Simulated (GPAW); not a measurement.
## O K-edge XANES of SiO2 (Quartz, P3_121)

What does one-electron theory with a core hole give for the O K edge of SiO2 (Quartz, P3_121)?

Main program and level: GPAW 26.7.0; X-ray absorption from dipole matrix elements to empty bands, plane-wave PAW PBE.

### 1. Starting point

The structure is trigonal, space group P3_121 (No. 152). The conventional cell has a = 4.916 Å, b = 4.916 Å, c = 5.409 Å, α = 90.00°, β = 90.00°, γ = 120.00°. Nearest to Si lie 4 O at 1.61 Å. Nearest to O lie 2 Si at 1.61 Å. Farther neighbours and most contacts between anions are not listed.

Structure file:

```xyz
9
Lattice="4.9158 0.0000 0.0000 -2.4579 4.2572 0.0000 0.0000 0.0000 5.4091" Properties=species:S:1:pos:R:3 pbc="T T T"
Si    1.1545    1.9996    0.0000
Si   -1.3034    2.2576    3.6061
Si    2.6068    0.0000    1.8030
O     3.5384    1.1409    2.4467
O     2.1585    2.4939    4.2497
O     1.6768    0.6224    0.6437
O    -0.7811    3.6348    2.9624
O     1.0805    3.1163    1.1594
O    -0.2994    1.7633    4.7654
```

### 2. Ground state of the crystal

The ground state comes first: it tells whether the system has a gap, which decides how the excited electron is treated.

scf.py

```python
import numpy as np
from ase import Atoms
from ase.parallel import parprint, paropen
from gpaw import GPAW, PW, FermiDirac, Mixer, MixerDif, setup_paths
from gpaw.test import gen
setup_paths.insert(0, '.')
gen('O', name='nch1s', xcname='PBE', corehole=(1, 0, 0), write_xml=True)
from gpaw.mpi import world
world.barrier()

atoms = Atoms('Si3O6',
    cell=[[4.9158, 0, 0],
     [-2.4579, 4.25720768, 0],
     [0, 0, 5.4091]],
    scaled_positions=[[0.4697, 0.4697, 0],
     [0, 0.5303, 0.66666667],
     [0.5303, 0, 0.33333333],
     [0.8538, 0.268, 0.45233333],
     [0.732, 0.5858, 0.78566667],
     [0.4142, 0.1462, 0.119],
     [0.268, 0.8538, 0.54766667],
     [0.5858, 0.732, 0.21433333],
     [0.1462, 0.4142, 0.881]],
    pbc=True)
atoms.calc = calc = GPAW(legacy_gpaw=True, mode=PW(500), xc='PBE', setups={3: 'nch1s'},
    kpts={'size': (4, 4, 3), 'gamma': True}, occupations=FermiDirac(0.05),
    charge=0, mixer=Mixer(0.1, 5, 50), maxiter=150,
    convergence={'density': 0.0001}, txt='scf.txt')
energy = atoms.get_potential_energy() + calc.get_reference_energy()
ef = calc.get_fermi_level()
out = dict(energy=energy, fermi=ef, forces=atoms.get_forces().tolist())
parprint(f'all-electron energy {energy:.4f} eV, Fermi level {ef:.4f} eV')
ev = np.array([[calc.get_eigenvalues(k, s) for k in range(len(calc.get_ibz_k_points()))] for s in range(calc.get_number_of_spins())])
out['homo'], out['lumo'], out['counts'] = ev[ev < ef].max(), ev[ev > ef].min(), sorted(set((ev < ef).sum((0, 2)).tolist()))
out['filled'] = (ev[:, 0] < ef).sum(1).tolist()
import json
with paropen('out.json', 'w') as f:
    json.dump(out, f)
```

Started as:

```sh
$ OMP_NUM_THREADS=1 mpirun -n 2 gpaw python scf.py
```

Numbers of over 12 decimals in the logs are rounded to 6 here.

Log:

```text
Input parameters:
  convergence: {density: 0.0001}
  kpts: {gamma: True,
         size: (4, 4, 3)}
  maxiter: 150
  mixer: {backend: pulay,
          beta: 0.1,
          method: separate,
          nmaxold: 5,
          weight: 50}
  mode: {ecut: 500.0,
         name: pw}
  occupations: {fixmagmom: False,
                name: fermi-dirac,
                width: 0.05}
  setups: {3: nch1s}
  xc: PBE

Initialize ...

[... PAW data sets ...]

Reference energy: -35904.146672  # eV

Spin-paired calculation

[... convergence settings ...]
Symmetries present (total): 1
  [... symmetry matrices ...]

48 k-points: 4 x 4 x 3 Monkhorst-Pack grid + [1/8,1/8,0.000000]
26 k-points in the irreducible part of the Brillouin zone
       k-points in crystal coordinates                weights
   0:     0.00000000    0.00000000    0.00000000          1/48
   1:     0.00000000    0.00000000    0.33333333          2/48
   2:     0.00000000    0.25000000   -0.33333333          2/48
   3:     0.00000000    0.25000000    0.00000000          2/48
   4:     0.00000000    0.25000000    0.33333333          2/48
   5:     0.00000000    0.50000000    0.00000000          1/48
   6:     0.00000000    0.50000000    0.33333333          2/48
   7:     0.25000000   -0.25000000   -0.33333333          2/48
   8:     0.25000000   -0.25000000    0.00000000          2/48
   9:     0.25000000   -0.25000000    0.33333333          2/48
          ...
  25:     0.50000000    0.50000000    0.33333333          2/48

Wave functions: Plane wave expansion
  Cutoff energy: 500.000 eV
  Number of coefficients (min, max): 2822, 2889
  Pulay-stress correction: 0.000000 eV/Ang^3 (de/decut=0.000000)
  Using FFTW library
  Wavefunction extrapolation:
    Improved wavefunction reuse through dual PAW basis

Occupation numbers: Fermi-Dirac:
  width: 0.0500  # eV

Eigensolver
   Davidson(niter=2)

Densities:
  Coarse grid: 27*27*28 grid
  Fine grid: 54*54*56 grid
  Total Charge: 0.000000

Density mixing:
  Method: separate
  Backend: pulay
  Linear mixing parameter: 0.1
  old densities: 5
  Width of damping distribution: 1.1
  Damping of long wavelength oscillations: 50

[... Hamiltonian set-up ...]
Number of atoms: 9
Number of atomic orbitals: 36
Number of bands in calculation: 33
Number of valence electrons: 48
Bands to converge: occupied

... initialized

Initializing position-dependent things.

Density initialized from atomic densities
Creating initial wave functions:
  33 bands from LCAO basis set

           O      O
         SiO

                    O
               O
                 Si
               Oi

Atomic positions and initial magnetic moments

Positions:
   0 Si     1.154476    1.999610    0.000000    ( 0.0000,  0.0000,  0.0000)
   1 Si    -1.303424    2.257597    3.606067    ( 0.0000,  0.0000,  0.0000)
   2 Si     2.606849    0.000000    1.803033    ( 0.0000,  0.0000,  0.0000)
   3 O      3.538393    1.140932    2.446716    ( 0.0000,  0.0000,  0.0000)
   4 O      2.158528    2.493872    4.249750    ( 0.0000,  0.0000,  0.0000)
   5 O      1.676779    0.622404    0.643683    ( 0.0000,  0.0000,  0.0000)
   6 O     -0.781121    3.634804    2.962384    ( 0.0000,  0.0000,  0.0000)
   7 O      1.080493    3.116276    1.159350    ( 0.0000,  0.0000,  0.0000)
   8 O     -0.299372    1.763335    4.765417    ( 0.0000,  0.0000,  0.0000)

Unit cell:
           periodic     x           y           z      points  spacing
  1. axis:    yes    4.915800    0.000000    0.000000    27     0.1577
  2. axis:    yes   -2.457900    4.257208    0.000000    27     0.1577
  3. axis:    yes    0.000000    0.000000    5.409100    28     0.1932

  Lengths:   4.915800   4.915800   5.409100
  Angles:   90.000000  90.000000 120.000000

Effective grid spacing dv^(1/3) = 0.1770

iter:   1   -76.697483
iter:   2   -72.982395   -1.24  -0.72
iter:   3   -68.736175   -0.82  -0.82
iter:   4   -68.877026   -2.01  -1.22
iter:   5   -68.947578   -2.25  -1.42
iter:   6   -68.944460   -3.05  -2.29
iter:   7   -68.939819c  -3.93  -2.26
iter:   8   -68.937729c  -3.54  -2.49
iter:   9   -68.938201c  -3.73  -2.79
iter:  10   -68.936486c  -4.46  -2.68
iter:  11   -68.936459c  -5.40  -3.48
iter:  12   -68.936458c  -7.14  -4.04c
iter:  13   -68.936457c  -8.10c -4.14c

Converged after 13 iterations.

Dipole moment: (0.000078, 0.000090, -0.000012) |e|*Ang

Energy contributions relative to reference atoms: (reference = -35904.146672)

Kinetic:        +79.073325
Potential:      -68.687323
External:        +0.000000
XC:             -79.356163
Entropy (-ST):   -0.000000
Local:           +0.033704
SIC:             +0.000000
--------------------------
Free energy:    -68.936457
Extrapolated:   -68.936457

Showing only first 2 kpts
 Kpt  Band  Eigenvalues  Occupancy
  0    22      1.08714    2.00000
  0    23      1.08723    2.00000
  0    24      7.40380    0.00000
  0    25     10.69143    0.00000

  1    22      1.25088    2.00000
  1    23      1.31853    2.00000
  1    24      8.41557    0.00000
  1    25     10.25992    0.00000

Fermi level: 2.56618

Gap: 6.027 eV
Transition (v -> c):
  (s=0, k=22, n=23, [0.50, 0.25, 0.00]) -> (s=0, k=0, n=24, [0.00, 0.00, 0.00])
Direct/indirect transitions are different
Direct gap: 6.317 eV
Transition at: (s=0, k=0, n=23, [0.00, 0.00, 0.00])

Forces in eV/Ang:
  0 Si    0.01821    0.03028   -0.00117
  1 Si    0.01833   -0.02905    0.00136
  2 Si   -0.03454    0.00072   -0.00019
  3 O     0.55164   -0.01107   -0.29201
  4 O    -0.26744    0.48413   -0.27956
  5 O    -0.28662   -0.47452   -0.30239
  6 O    -0.28523    0.47319    0.29091
  7 O     0.55274    0.01103    0.28110
  8 O    -0.26731   -0.48506    0.30195
Scalar-relativistic atomic PBE calculation for O (Oxygen, Z=8)
Core hole in 1s state (1s occupation: 2.0)
300 radial gridpoints.
|------------------------------------------------|
|------------------------------------------------|
[... the atom generator's iteration count ...]

Energy contributions:
-------------------------
Kinetic:      +74.889487
XC:            -8.275248
Potential:   -141.614183
-------------------------
Total:        -74.999944

state      eigenvalue         ekin         rmax
-----------------------------------------------
1s^2.0 :   -18.913699    29.145489        0.129
2s^2.0 :    -0.880545     3.220963        0.871
2p^4.0 :    -0.331818     2.539146        0.819
-----------------------------------------------
(units: Bohr and Hartree)

Generating PAW setup
Kinetic energy of the core from tauc = 58.337696
Cutoffs:
rc(s)=1.300
rc(p)=1.130
rc(d)=1.170
rc(vbar)=1.300
rc(comp)=1.260
rc(nct)=1.300

Kinetic energy of the core states: 58.290978
Charge: 0.0
Core electrons: 2.0
Valence electrons: 6.0
Pseudo-core charge: 0.000736
Shape function alpha=6.299
Pseudo-electron charge 5.680117
state    eigenvalue         norm
--------------------------------
2s(2) :    -0.880545     1.081993
*s    :     0.119455
2p(4) :    -0.331818     0.878848
*p    :     0.668182
*d    :     0.000000
--------------------------------

Diagonalizing with gridspacing h=0.050

state   all-electron     PAW
-------------------------------
2s:      -0.880545    -0.881653
2p:      -0.331818    -0.335594
*d:                    0.049820
*f:                    0.077145
-------------------------------
all-electron energy -35973.0831 eV, Fermi level 2.5662 eV
```

The job ended after 32 s (2 MPI ranks of AMD EPYC 7R43, shared host; peak memory 0.23 GiB; 63 s of CPU time).

The mesh shows a gap of 6.03 eV, so the hole is first treated in a charged cell, without the excited electron.

### 3. Reference energy of the cell

The photon energy needs a difference of total energies, so the cell and mesh of the coming hole run are first run without a hole.

This run holds the same structure in another cell (γ 120.0 → 60.0°).

Changes to scf.py since step 2:

```diff
@@ -11,17 +11,17 @@
 atoms = Atoms('Si3O6',
-    cell=[[4.9158, 0, 0],
-     [-2.4579, 4.25720768, 0],
-     [0, 0, 5.4091]],
-    scaled_positions=[[0.4697, 0.4697, 0],
-     [0, 0.5303, 0.66666667],
-     [0.5303, 0, 0.33333333],
-     [0.8538, 0.268, 0.45233333],
-     [0.732, 0.5858, 0.78566667],
-     [0.4142, 0.1462, 0.119],
-     [0.268, 0.8538, 0.54766667],
-     [0.5858, 0.732, 0.21433333],
-     [0.1462, 0.4142, 0.881]],
+    cell=[[2.4579, -4.25720768, 0],
+     [-2.4579, -4.25720768, 0],
+     [0, 0, -5.4091]],
+    scaled_positions=[[0, 0.5303, 0],
+     [0.4697, 0, 0.33333333],
+     [0.5303, 0.4697, 0.66666667],
+     [0.5858, 0.1462, 0.54766667],
+     [0.1462, 0.268, 0.21433333],
+     [0.268, 0.5858, 0.881],
+     [0.4142, 0.732, 0.45233333],
+     [0.8538, 0.4142, 0.78566667],
+     [0.732, 0.8538, 0.119]],
     pbc=True)
 atoms.calc = calc = GPAW(legacy_gpaw=True, mode=PW(500), xc='PBE', setups={3: 'nch1s'},
-    kpts={'size': (4, 4, 3), 'gamma': True}, occupations=FermiDirac(0.05),
+    kpts={'size': (4, 4, 4), 'gamma': True}, occupations=FermiDirac(0.02),
     charge=0, mixer=Mixer(0.1, 5, 50), maxiter=150,
```

Log:

```text
Input parameters:
  convergence: {density: 0.0001}
  kpts: {gamma: True,
         size: (4, 4, 4)}
  maxiter: 150
  mixer: {backend: pulay,
          beta: 0.1,
          method: separate,
          nmaxold: 5,
          weight: 50}
  mode: {ecut: 500.0,
         name: pw}
  occupations: {fixmagmom: False,
                name: fermi-dirac,
                width: 0.02}
  setups: {3: nch1s}
  xc: PBE

Initialize ...

[...]
--------------------------------
2s(2) :    -0.880545     1.081993
*s    :     0.119455
2p(4) :    -0.331818     0.878848
*p    :     0.668182
*d    :     0.000000
--------------------------------

Diagonalizing with gridspacing h=0.050

state   all-electron     PAW
-------------------------------
2s:      -0.880545    -0.881653
2p:      -0.331818    -0.335594
*d:                    0.049820
*f:                    0.077145
-------------------------------
all-electron energy -35973.0833 eV, Fermi level 2.2662 eV
[key lines of the parts left out:]
Converged after 13 iterations.
Dipole moment: (-0.000084, -0.000001, 0.000135) |e|*Ang
Free energy:    -68.936654
Fermi level: 2.26618
```

The job ended after 36 s (2 MPI ranks; peak memory 0.25 GiB).

Reference energy: -35973.083 eV with the cores included.

[end of part 1 of 2]

[Banner, clock and machine lines of the logs are left out without a mark of their own.]

[Logs are printed without paths, hosts, clocks, repeated set-up lines and the standing remarks that a program may print on its own settings, such as how far it seeks lower states.]

[Hosts, paths, dates, database ids (printed as entryN), source tags and the programs' standing remarks are cut or masked in the printed files.]

[Lists of maxima count a maximum above −3 eV only where it reaches 4 % of the highest in the window and stands out from its surroundings by 2 % of it (1.5 % where it reaches 55 %); shoulders and weaker maxima are passed over, and of the rest the first, up to two pre-edge ones and the few strongest are named.]
